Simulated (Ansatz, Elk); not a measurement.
# SrVS3: X-ray structure factors from the self-consistent density, part 2 of 2

Structure refinements treat a crystal as free atoms side by side. For a made-up structure of SrVS3 (cell and positions from a PBE relaxation) the runs below show what the calculated density changes in F(hkl).

Elk 11.2.3 (patched build); all-electron DFT.

So far, magnetization (μB): step 3 (the magnetisation density) 0.678.

The structure was built from a prototype and need not be the compound's stable phase.

### 5. Another functional

Level of this step: DFT, PBEsol, all-electron APW+lo, Dirac cores, scalar-relativistic bands, static density, ferromagnetic start (Elk).

The difference from free atoms is small, so it is set against the change that PBEsol makes.

The input, elk.in:

```
tasks
  0
  195
  196

xctype
  22

spinpol
  .true.

rgkmax
  7.0

gmaxvr
  14.0

lmaxo
  7

lmaxapw
  8

swidth
  0.002

tshift
  .false.

ramdisk
  .false.

hmaxvr
  5.5

maxscl
  120

epspot
  1e-06

reducebf
  0.8

sppath
  './'

avec
  8.84474274949 0.00000000000 -0.00000000000
  0.00000000000 8.84474274949 0.00000000000
  -0.00000000000 0.00000000000 8.84474274949

atoms
  3
  'Sr.in'
  1
  0.5000000000 0.5000000000 0.5000000000   0.000000 0.000000 0.000000
  'V.in'
  1
  -0.0000000000 0.0000000000 -0.0000000000   0.000000 0.000000 -0.020000
  'S.in'
  3
  -0.0000000000 -0.0000000000 0.5000000000   0.000000 0.000000 0.000000
  -0.0000000000 0.5000000000 -0.0000000000   0.000000 0.000000 0.000000
  0.5000000000 -0.0000000000 -0.0000000000   0.000000 0.000000 0.000000

ngridk
  4 4 4
```

The run is started by

```bash
$ OMP_NUM_THREADS=4 elk
```

Numbers of over 12 decimals in the logs are rounded to 6 here.

Output:

```text
┌─────────────────────────┐
│ Elk code version 11.2.3 │
└─────────────────────────┘

All units are atomic (Hartree, Bohr, etc.)

┌─────────────────────────────────────────────────┐
│ Ground-state run starting from atomic densities │
└─────────────────────────────────────────────────┘

Lattice vectors :
   8.844742749       0.000000000      -0.000000000
   0.000000000       8.844742749       0.000000000
  -0.000000000       0.000000000       8.844742749

Reciprocal lattice vectors :
  0.7103864392      -0.000000000       0.000000000
[...]
error                       :   0.9906556224E-03

Moments :
 interstitial                :   0.7298305978E-01
 muffin-tins
  species : 1 (Sr)
[...]
species : 2 (V)
[...]
species : 3 (S)
[...]
atom 2                    :  -0.2138938589E-01
   atom 3                    :  -0.2138938589E-01
 total in muffin-tins        :   0.6148765159
 total moment                :   0.6878595757

┌──────────────────────────────┐
│ Self-consistent loop stopped │
└──────────────────────────────┘

Warning : core states of species 3 leak from the muffin-tin :   0.1469973001E-03

Wrote STATE.OUT
[key lines of the parts left out:]
total energy                :     -5322.1828233500
```

Wall time 92 s (4 threads of Arm Neoverse V2, shared host); peak memory 0.4 GiB.

Against the first run R = 0.04 %; the largest change is -0.056 at 111. The moment goes from 0.68 to 0.69 μB.

### 6. Basis size

A smaller basis shows how fast F responds to it; the change is likely larger than the basis error of the first run, but doesn't show convergence.

elk.in, as its differences from that of step 5:

```diff
@@ -6,3 +6,3 @@
 xctype
-  22
+  20
 
@@ -12,3 +12,3 @@
 rgkmax
-  7.0
+  5.5
```

The run is started by

```bash
$ OMP_NUM_THREADS=4 elk
```

Output:

```text
┌─────────────────────────┐
│ Elk code version 11.2.3 │
└─────────────────────────┘

All units are atomic (Hartree, Bohr, etc.)

┌─────────────────────────────────────────────────┐
│ Ground-state run starting from atomic densities │
└─────────────────────────────────────────────────┘

Lattice vectors :
   8.844742749       0.000000000      -0.000000000
   0.000000000       8.844742749       0.000000000
  -0.000000000       0.000000000       8.844742749

Reciprocal lattice vectors :
  0.7103864392      -0.000000000       0.000000000
[...]
error                       :   0.6073221564E-03

Moments :
 interstitial                :   0.6661909801E-01
 muffin-tins
  species : 1 (Sr)
[...]
species : 2 (V)
[...]
species : 3 (S)
[...]
atom 2                    :  -0.2326625639E-01
   atom 3                    :  -0.2326625639E-01
 total in muffin-tins        :   0.5959465482
 total moment                :   0.6625656462

┌──────────────────────────────┐
│ Self-consistent loop stopped │
└──────────────────────────────┘

Warning : core states of species 3 leak from the muffin-tin :   0.1452906349E-03

Wrote STATE.OUT
[key lines of the parts left out:]
total energy                :     -5326.8931557782
```

The job ended after 88 s (4 threads; peak memory 0.38 GiB).

Against the first run R = 0.06 %; the largest change is -0.065 at 200. The moment goes from 0.68 to 0.66 μB.

### 7. With a Hubbard U

A Hubbard U is put on the d shell, to see how far it moves the factors.

elk.in, as its differences from that of step 6:

```diff
@@ -12,3 +12,3 @@
 rgkmax
-  5.5
+  7.0
 
@@ -68 +68,5 @@
   4 4 4
+
+dft+u
+  1 1
+  2 2 0.113923 0.000000
```

The run is started by

```bash
$ OMP_NUM_THREADS=4 elk
```

Output:

```text
┌─────────────────────────┐
│ Elk code version 11.2.3 │
└─────────────────────────┘

All units are atomic (Hartree, Bohr, etc.)

┌─────────────────────────────────────────────────┐
│ Ground-state run starting from atomic densities │
└─────────────────────────────────────────────────┘

Lattice vectors :
   8.844742749       0.000000000      -0.000000000
   0.000000000       8.844742749       0.000000000
  -0.000000000       0.000000000       8.844742749

Reciprocal lattice vectors :
  0.7103864392      -0.000000000       0.000000000
[...]
Moments :
 interstitial                :   0.8865848215E-01
 muffin-tins
  species : 1 (Sr)
[...]
species : 2 (V)
[...]
species : 3 (S)
[...]
atom 2                    :  -0.1115106281
   atom 3                    :  -0.1115106281
 total in muffin-tins        :    1.170420387
 total moment                :    1.259078869

┌──────────────────────────────┐
│ Self-consistent loop stopped │
└──────────────────────────────┘

Warning : core states of species 3 leak from the muffin-tin :   0.1462276534E-03

Warning : forces or DFT+U at lmaxo under 8 : 7

Wrote STATE.OUT
[key lines of the parts left out:]
total energy                :     -5326.8675151301
```

It took 2.6 min on 4 threads; peak memory 0.4 GiB.

Against the first run R = 0.07 %; the largest change is -0.047 at 300. The moment goes from 0.68 to 1.26 μB.

### 8. Settings against the effect

| run | R against the first run (%) | R against neutral atoms, low angle (%) | wall time |
| --- | --- | --- | --- |
| PBE, rgkmax 7 | 0.00 | 0.66 | 94 s |
| PBEsol | 0.04 | 0.67 | 92 s |
| rgkmax 5.5 | 0.06 | 0.71 | 88 s |
| PBE+U | 0.07 | 0.67 | 2.6 min |

### 9. What came out

| Property | Result |
| --- | --- |
| R against neutral atoms, sin θ/λ < 0.3 Å⁻¹ | 0.66 % |
| R against neutral atoms, 0.3 to 0.82 Å⁻¹ | 0.18 % |

**Reading.** Independent neutral atoms miss the calculated amplitudes by R = 0.66 % below 0.3 Å⁻¹ and 0.18 % from there to 0.82 Å⁻¹; by shells, 77.45 % below 0.15 Å⁻¹ (1 form), 0.61 % 0.15 to 0.3 (5 forms), 0.30 % 0.3 to 0.45 (11 forms), 0.16 % above 0.45 (57 forms). Bonding, aspherical density and the tables' own atoms all enter these figures, and the runs don't part them. The largest change of an amplitude is +0.52 electrons, at 111. Weak lines can change much in proportion: 100 goes from 0.06 to 0.26. The relaxation gave a moment of 0.48 μB against 0.68 μB here, so the moment isn't settled. The magnetic order is that of the start. No other order was tried here, and an antiferromagnetic one would change or move the magnetic intensity. The window's part falls from 25.0 electrons at the origin to at most 0.66 between 0.45 and 0.82 Å⁻¹. Below 0.3 Å⁻¹ the changes that finished (PBEsol, rgkmax 5.5 and PBE+U) move F by R = 0.08 % at most, against the 0.66 % that separates it from free atoms. The magnetic factors move by R = 2.2 % (PBEsol), 9.6 % (rgkmax 5.5) and 120.7 % (PBE+U), so they aren't settled to better than that. The k-mesh has no finished test. Part of the difference isn't bonding: the tables are fits to free atoms and ions calculated by other methods than this functional. Thermal motion, anomalous dispersion and extinction are left out.

[Logs are printed without paths, hosts, clocks, repeated set-up lines and the standing remarks that a program may print on its own settings, such as how far it seeks lower states.]

[Hosts, paths, dates, database ids (printed as entryN), source tags and the programs' standing remarks are cut or masked in the printed files.]
